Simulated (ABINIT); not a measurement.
**SiC (Moissanite): G0W0 in ABINIT against the screening cutoff in the self-energy**

Aim: move the screening cutoff in the self-energy of a G0W0 run on SiC (Moissanite) over a wide range.

Main program and level: ABINIT 10.8.3; LDA and many-body steps on it, plane waves.

## (1) Starting point

The structure is hexagonal, space group P6_3mc (No. 186). Conventional cell: a = 3.076 Å, b = 3.076 Å, c = 5.048 Å, α = 90.00°, β = 90.00°, γ = 120.00°. Nearest to Si lie 4 C at 1.87 to 1.94 Å. C has 4 Si at 1.87 to 1.94 Å nearest. Farther neighbours are not listed.

The cell and positions come from the Crystallography Open Database and are kept as given unless a step says otherwise.

## (2) Screening, 3×3×2 mesh, 131 bands, screening to 217.7 eV

This step: ABINIT 10.8.3; RPA screening on LDA, plane waves, norm-conserving pseudopotentials.

The RPA dielectric matrix is built and inverted for each q.

Input file run.abi:

```
acell 3*1.0 Angstrom
rprim 
  3.075999999976 0.000000000005 0.000000000000
  -1.537999999993 2.663894142018 0.000000000000
  0.000000000000 0.000000000000 5.048000000000
ntypat 2
znucl 14 6
natom 4
typat 1 1 2 2
xred 
  0.333333333333 0.666666666667 0.000000000000
  0.666666666667 0.333333333333 0.500000000000
  0.333333333333 0.666666666667 0.385000000000
  0.666666666667 0.333333333333 0.885000000000
pp_dirpath "pseudos"
pseudos "Si.upf, C.upf"
ecut 37
ngkpt 3 3 2
nshiftk 1
shiftk 0 0 0
kptopt 1
chksymbreak 0
istwfk *1
occopt 1
irdwfk 1
optdriver 3
nband 131
ecuteps 8
inclvkb 2
awtr 1
symchi 1
indata_prefix "in"
outdata_prefix "out"
tmpdata_prefix "tmp"
```

Run with:

```
$ OMP_NUM_THREADS=1 mpirun -n 4 abinit run.abi > log
```

Output:

```text
.Version 10.8.3 of ABINIT. v10.8.2 released Aug 2026.

 Symmetries : space group P6_3 m c (#186); Bravais hP (primitive hexag.)
[... echo of the input left out ...]
== DATASET  1 ==================================================================
-   mpi_nproc: 4, omp_nthreads: 1 (-1 if OMP is not activated)

--- !DatasetInfo
iteration_state: {dtset: 1, }
dimensions: {natom: 4, nkpt: 6, mband: 131, nsppol: 1, nspinor: 1, nspden: 1, mpw: 3018, }
cutoff_energies: {ecut:  37.0, pawecutdg:  -1.0, }
electrons: {nelect:   1.60000000E+01, charge:   0.00000000E+00, occopt:   1.00000000E+00, tsmear:   1.00000000E-02, }

 SCREENING: Calculation of the susceptibility and dielectric matrices

 Based on a program developped by R.W. Godby, V. Olevano, G. Onida, and L. Reining.
 Incorporated in ABINIT by V. Olevano, G.-M. Rignanese, and M. Torrent.
.Using double precision arithmetic ; gwpc =  8

[... cell and pseudopotentials left out ...]
--------------------------------------------------------------------------------

 ==== K-mesh for the wavefunctions ====
 Number of points in the irreducible wedge :     6
[... list of points left out ...]
 Together with 12 symmetry operations and time-reversal symmetry
 yields    18 points in the full Brillouin Zone.

 ==== Q-mesh for the screening function ====
 Number of points in the irreducible wedge :     6
[... list of points left out ...]
 Together with 12 symmetry operations and time-reversal symmetry
 yields    18 points in the full Brillouin Zone.

 setmesh: FFT mesh size selected  =    24x   24x   40
          total number of points  =        23040

 vcoul_init : cutoff-mode = AUXILIARY_FUNCTION
 q-points for optical limit:   1
     1)      0.000010    0.000020    0.000030

- screening: taking advantage of time-reversal symmetry
- Maximum band index for partially occupied states nbvw = 8
- Remaining bands to be divided among processors   nbcw = 123
- Number of bands treated by each node ~30

 Number of electrons calculated from density =   16.0000; Expected =   16.0000
 average of density, n =  0.057319
 r_s =    1.6089
 omega_plasma =   23.0944 [eV]

 calculating chi0 at frequencies [eV] :
  1    0.000000E+00    0.000000E+00
  2    0.000000E+00    2.309436E+01

--------------------------------------------------------------------------------
  q-point number  1        q = ( 0.000000, 0.000000, 0.000000) [r.l.u.]
--------------------------------------------------------------------------------
[... chi0 elements left out ...]
 For q-point:  0.000010 0.000020 0.000030
  dielectric constant =   8.7893
  dielectric constant without local fields =   9.6306

  Average fulfillment of the sum rule on Im[epsilon] for q-point    1 :     87.68  [%]
[... wings left out ...]
  q-point number  2        q = ( 0.333333, 0.000000, 0.000000) [r.l.u.]
--------------------------------------------------------------------------------
[... chi0 elements left out ...]
  Average fulfillment of the sum rule on Im[epsilon] for q-point    2 :     90.25  [%]

 [... 4 further q-points ...]
```

Wall time 15 s (4 MPI ranks of Arm Neoverse V1, shared host); peak memory 0.64 GiB; 58 s of CPU time.

Numbers from this step:

```
ε∞ with local fields, on this mesh, along the program's q direction : 8.789
the same without local fields                                       : 9.631
plasma frequency                                                    : 23.09 eV
plane waves in the screening matrix                                 : 313
```

Local fields lower ε∞ by 9 %. On a Γ-centred mesh this coarse the value itself is usually too large, while a short band sum pulls it down.

## (3) 0.8 Ha

This step: G0W0 on LDA, plane waves, norm-conserving pseudopotentials.

Changes to run.abi since step 2:

```diff
@@ -25,8 +25,19 @@
 irdwfk 1
-optdriver 3
+optdriver 4
 nband 131
-ecuteps 8
-inclvkb 2
-awtr 1
-symchi 1
+gwcalctyp 0
+ecutsigx 37
+symsigma 1
+nkptgw 3
+kptgw 
+  0.0000000000 0.0000000000 0.0000000000
+  0.3333333333 0.3333333333 0.0000000000
+  0.3333333333 0.0000000000 0.0000000000
+bdgw 
+  6 10
+  7 10
+  7 10
+ecuteps 0.8
+irdscr 1
+ppmodel 1
 indata_prefix "in"
```

Output:

```text
.Version 10.8.3 of ABINIT. v10.8.2 released Aug 2026.

 Symmetries : space group P6_3 m c (#186); Bravais hP (primitive hexag.)
[... echo of the input left out ...]
== DATASET  1 ==================================================================
-   mpi_nproc: 4, omp_nthreads: 1 (-1 if OMP is not activated)

--- !DatasetInfo
iteration_state: {dtset: 1, }
dimensions: {natom: 4, nkpt: 6, mband: 131, nsppol: 1, nspinor: 1, nspden: 1, mpw: 3018, }
cutoff_energies: {ecut:  37.0, pawecutdg:  -1.0, }
electrons: {nelect:   1.60000000E+01, charge:   0.00000000E+00, occopt:   1.00000000E+00, tsmear:   1.00000000E-02, }

 SIGMA: Calculation of the GW corrections

 Based on a program developped by R.W. Godby, V. Olevano, G. Onida, and L. Reining.
 Incorporated in ABINIT by V. Olevano, G.-M. Rignanese, and M. Torrent.
.Using double precision arithmetic ; gwpc =  8

[... cell and pseudopotentials left out ...]
--------------------------------------------------------------------------------

 ==== K-mesh for the wavefunctions ====
 Number of points in the irreducible wedge :     6
[... list of points left out ...]
 Together with 12 symmetry operations and time-reversal symmetry
 yields    18 points in the full Brillouin Zone.

 ==== Q-mesh for screening function ====
 Number of points in the irreducible wedge :     6
[... list of points left out ...]
 Together with 12 symmetry operations and time-reversal symmetry
 yields    18 points in the full Brillouin Zone.

 vcoul_init : cutoff-mode = AUXILIARY_FUNCTION
 q-points for optical limit:   1
     1)      0.000010    0.000020    0.000030
 setmesh: FFT mesh size selected  =    27x   27x   54
          total number of points  =        39366

 Number of electrons calculated from density =   16.0000; Expected =   16.0000
 average of density, n =  0.057319
 r_s =    1.6089
 omega_plasma =   23.0944 [eV]

 === KS Band Gaps ===
  >>>> For spin  1
   Minimum direct gap =   4.3111 [eV], located at k-point      :   0.3333  0.0000  0.0000
   Fundamental gap    =   2.2220 [eV], Top of valence bands at :   0.0000  0.0000  0.0000
                                       Bottom of conduction at :   0.3333  0.3333  0.0000
 SIGMA fundamental parameters:
 PLASMON POLE MODEL  1
 number of plane-waves for SigmaX                 2997
 number of plane-waves for SigmaC and W              9
 number of plane-waves for wavefunctions          2997
 number of bands                                   131
 number of independent spin polarizations            1
 number of spinorial components                      1
 number of k-points in IBZ                           6
 number of q-points in IBZ                           6
 number of symmetry operations                      12
 number of k-points in BZ                           18
 number of q-points in BZ                           18
 number of frequencies for dSigma/dE                 9
 frequency step for dSigma/dE [eV]                0.25
 number of omega for Sigma on real axis              0
 max omega for Sigma on real axis  [eV]           0.00
 zcut for avoiding poles [eV]                     0.10

 EPSILON^-1 parameters (SCR file):
 dimension of the eps^-1 matrix on file            313
 dimension of the eps^-1 matrix used                 9
 number of plane-waves for wavefunctions          2997
 number of bands                                   131
 number of q-points in IBZ                           6
 number of frequencies                               2
 number of real frequencies                          1
 number of imag frequencies                          1

 matrix elements of self-energy operator (all in [eV])

 Perturbative Calculation

--- !SelfEnergy_ee
iteration_state: {dtset: 1, }
kpoint     : [   0.000,    0.000,    0.000, ]
spin       : 1
KS_gap     :    4.582
QP_gap     :    5.664
Delta_QP_KS:    1.082
data: !SigmaeeData |
     Band     E0 <VxcDFT>   SigX SigC(E0)      Z dSigC/dE  Sig(E)    E-E0       E
        6   7.133 -14.990 -17.767   2.957   0.840  -0.190 -14.838   0.151   7.284
        7   7.133 -14.990 -17.767   2.957   0.840  -0.190 -14.838   0.151   7.284
        8   7.406 -14.790 -16.951   2.506   0.843  -0.187 -14.500   0.291   7.697
        9  11.988 -12.231  -6.614  -3.984   0.841  -0.189 -10.858   1.372  13.361
       10  13.440 -12.726  -6.990  -4.188   0.838  -0.194 -11.428   1.298  14.737

--- !SelfEnergy_ee
iteration_state: {dtset: 1, }
kpoint     : [   0.333,    0.333,    0.000, ]
spin       : 1
KS_gap     :    6.273
QP_gap     :    7.496
Delta_QP_KS:    1.223
data: !SigmaeeData |
     Band     E0 <VxcDFT>   SigX SigC(E0)      Z dSigC/dE  Sig(E)    E-E0       E
        7   3.355 -12.968 -16.502   3.347   0.824  -0.214 -13.122  -0.154   3.201
[...]
--- !SelfEnergy_ee
iteration_state: {dtset: 1, }
kpoint     : [   0.333,    0.000,    0.000, ]
spin       : 1
KS_gap     :    4.311
QP_gap     :    5.515
Delta_QP_KS:    1.204
data: !SigmaeeData |
     Band     E0 <VxcDFT>   SigX SigC(E0)      Z dSigC/dE  Sig(E)    E-E0       E
[...]
8   6.203 -14.579 -17.688   3.087   0.837  -0.195 -14.597  -0.018   6.184
        9  10.514 -10.835  -5.676  -3.757   0.845  -0.183  -9.650   1.185  11.699
       10  12.172 -11.492  -6.132  -3.759   0.842  -0.188 -10.145   1.348  13.520

== END DATASET(S) ==============================================================
================================================================================

 -outvars: echo values of variables after computation  --------
           etotal      0.0000000000E+00
            nband         131
             nkpt           6
          spgroup         186
 [... the other variables as echoed above ...]

 Calculation completed.
```

Wall time 2.8 s (4 MPI ranks); peak memory 0.1 GiB.

This step gave:

```
G0W0 gap on the points computed              : 3.000 eV
starting gap on the mesh                     : 2.222 eV
k of the valence top                         : 0, 0, 0
k of the conduction bottom                   : 0.3333, 0.3333, 0
Z at the valence top                         : 0.843
Z at the conduction bottom                   : 0.848
least direct G0W0 gap on the computed points : 5.515 eV
```

## (4) 1.6 Ha

Changes to run.abi since step 3:

```diff
@@ -39,3 +39,3 @@
   7 10
-ecuteps 0.8
+ecuteps 1.6
 irdscr 1
```

Output:

```text
.Version 10.8.3 of ABINIT. v10.8.2 released Aug 2026.

 Symmetries : space group P6_3 m c (#186); Bravais hP (primitive hexag.)
[... echo of the input left out ...]
== DATASET  1 ==================================================================
-   mpi_nproc: 4, omp_nthreads: 1 (-1 if OMP is not activated)

--- !DatasetInfo
iteration_state: {dtset: 1, }
dimensions: {natom: 4, nkpt: 6, mband: 131, nsppol: 1, nspinor: 1, nspden: 1, mpw: 3018, }
cutoff_energies: {ecut:  37.0, pawecutdg:  -1.0, }
electrons: {nelect:   1.60000000E+01, charge:   0.00000000E+00, occopt:   1.00000000E+00, tsmear:   1.00000000E-02, }

 SIGMA: Calculation of the GW corrections

 Based on a program developped by R.W. Godby, V. Olevano, G. Onida, and L. Reining.
 Incorporated in ABINIT by V. Olevano, G.-M. Rignanese, and M. Torrent.
.Using double precision arithmetic ; gwpc =  8

[... cell and pseudopotentials left out ...]
--------------------------------------------------------------------------------

 ==== K-mesh for the wavefunctions ====
 Number of points in the irreducible wedge :     6
[... list of points left out ...]
 Together with 12 symmetry operations and time-reversal symmetry
 yields    18 points in the full Brillouin Zone.

 ==== Q-mesh for screening function ====
 Number of points in the irreducible wedge :     6
[... list of points left out ...]
 Together with 12 symmetry operations and time-reversal symmetry
 yields    18 points in the full Brillouin Zone.

 vcoul_init : cutoff-mode = AUXILIARY_FUNCTION
 q-points for optical limit:   1
     1)      0.000010    0.000020    0.000030
 setmesh: FFT mesh size selected  =    27x   27x   54
          total number of points  =        39366

 Number of electrons calculated from density =   16.0000; Expected =   16.0000
[...]
number of plane-waves for wavefunctions          2997
 number of bands                                   131
 number of q-points in IBZ                           6
 number of frequencies                               2
 number of real frequencies                          1
 number of imag frequencies                          1

 matrix elements of self-energy operator (all in [eV])

 Perturbative Calculation

--- !SelfEnergy_ee
iteration_state: {dtset: 1, }
kpoint     : [   0.000,    0.000,    0.000, ]
spin       : 1
KS_gap     :    4.582
QP_gap     :    5.292
Delta_QP_KS:    0.710
data: !SigmaeeData |
     Band     E0 <VxcDFT>   SigX SigC(E0)      Z dSigC/dE  Sig(E)    E-E0       E
        6   7.133 -14.990 -17.767   2.896   0.816  -0.226 -14.893   0.097   7.229
        7   7.133 -14.990 -17.767   2.896   0.816  -0.226 -14.893   0.097   7.229
        8   7.406 -14.790 -16.951   2.440   0.817  -0.224 -14.562   0.228   7.634
[...]
--- !SelfEnergy_ee
iteration_state: {dtset: 1, }
kpoint     : [   0.333,    0.333,    0.000, ]
spin       : 1
KS_gap     :    6.273
QP_gap     :    7.150
Delta_QP_KS:    0.877
data: !SigmaeeData |
     Band     E0 <VxcDFT>   SigX SigC(E0)      Z dSigC/dE  Sig(E)    E-E0       E
[...]
--- !SelfEnergy_ee
iteration_state: {dtset: 1, }
kpoint     : [   0.333,    0.000,    0.000, ]
spin       : 1
KS_gap     :    4.311
QP_gap     :    5.171
Delta_QP_KS:    0.860
data: !SigmaeeData |
     Band     E0 <VxcDFT>   SigX SigC(E0)      Z dSigC/dE  Sig(E)    E-E0       E
[...]
9  10.514 -10.835  -5.676  -4.181   0.829  -0.207 -10.025   0.810  11.324
       10  12.172 -11.492  -6.132  -4.249   0.822  -0.216 -10.578   0.914  13.086

== END DATASET(S) ==============================================================
================================================================================

 -outvars: echo values of variables after computation  --------
           etotal      0.0000000000E+00
            nband         131
             nkpt           6
          spgroup         186
 [... the other variables as echoed above ...]

 Calculation completed.
```

Wall time 3.1 s (4 MPI ranks); peak memory 0.31 GiB.

Numbers from this step:

* G0W0 gap on the points computed: 2.642 eV
* starting gap on the mesh: 2.222 eV
* k of the valence top: 0, 0, 0
* k of the conduction bottom: 0.3333, 0.3333, 0
* Z at the valence top: 0.817
* Z at the conduction bottom: 0.832
* least direct G0W0 gap on the computed points: 5.171 eV

## (5) 2.8 Ha

The self-energy is evaluated for the states that the input lists, and the levels follow from it, in one-shot runs by the linearised quasiparticle equation.

Changes to run.abi since step 4:

```diff
@@ -39,3 +39,3 @@
   7 10
-ecuteps 1.6
+ecuteps 2.8
 irdscr 1
```

Output:

```text
.Version 10.8.3 of ABINIT. v10.8.2 released Aug 2026.

 Symmetries : space group P6_3 m c (#186); Bravais hP (primitive hexag.)
[... echo of the input left out ...]
== DATASET  1 ==================================================================
-   mpi_nproc: 4, omp_nthreads: 1 (-1 if OMP is not activated)

--- !DatasetInfo
iteration_state: {dtset: 1, }
dimensions: {natom: 4, nkpt: 6, mband: 131, nsppol: 1, nspinor: 1, nspden: 1, mpw: 3018, }
cutoff_energies: {ecut:  37.0, pawecutdg:  -1.0, }
[...]
Band     E0 <VxcDFT>   SigX SigC(E0)      Z dSigC/dE  Sig(E)    E-E0       E
[...]
9  10.514 -10.835  -5.676  -4.451   0.822  -0.217 -10.253   0.582  11.095
       10  12.172 -11.492  -6.132  -4.508   0.814  -0.228 -10.798   0.694  12.866

== END DATASET(S) ==============================================================
================================================================================

 -outvars: echo values of variables after computation  --------
           etotal      0.0000000000E+00
            nband         131
             nkpt           6
          spgroup         186
 [... the other variables as echoed above ...]

 Calculation completed.
```

Run time: 3.9 s. Hardware: 4 MPI ranks; peak memory 0.44 GiB; 15 s of CPU time.

This step gave:

| Item | Value |
| --- | --- |
| G0W0 gap on the points computed | 2.759 eV |
| starting gap on the mesh | 2.222 eV |
| k of the valence top | 0, 0, 0 |
| k of the conduction bottom | 0.3333, 0.3333, 0 |
| least direct G0W0 gap on the computed points | 5.162 eV |

The gap on the mesh goes from 2.22 eV to 2.76 eV, a correction of +0.54 eV.

(Part 1 of 2 ends here.)

[Paths, hosts, dates, memory and timing lines, banners, echoed tables and standing remarks are left out of the program output.]

[Logs are printed without paths, hosts, clocks, repeated set-up lines and the standing remarks that a program may print on its own settings, such as how far it seeks lower states.]

[Runs of the session that timed out or met a known fault of the program may be left out.]

[No measured gap is set beside runs whose start may be inverted or whose files or cutoffs have a known fault.]

[Hosts, paths, dates, database ids (printed as entryN), source tags and the programs' standing remarks are cut or masked in the printed files.]

[G0W0 gaps are taken among the corrected bands and points alone; a level outside them can change the order at an edge.]

[Where Ansatz stands beside ABINIT at settings called matched, ABINIT's density can come from a denser mesh and the files from another edition; pairs whose starting gaps differed by over 0.03 eV were left out, so agreement reads better than it is.]
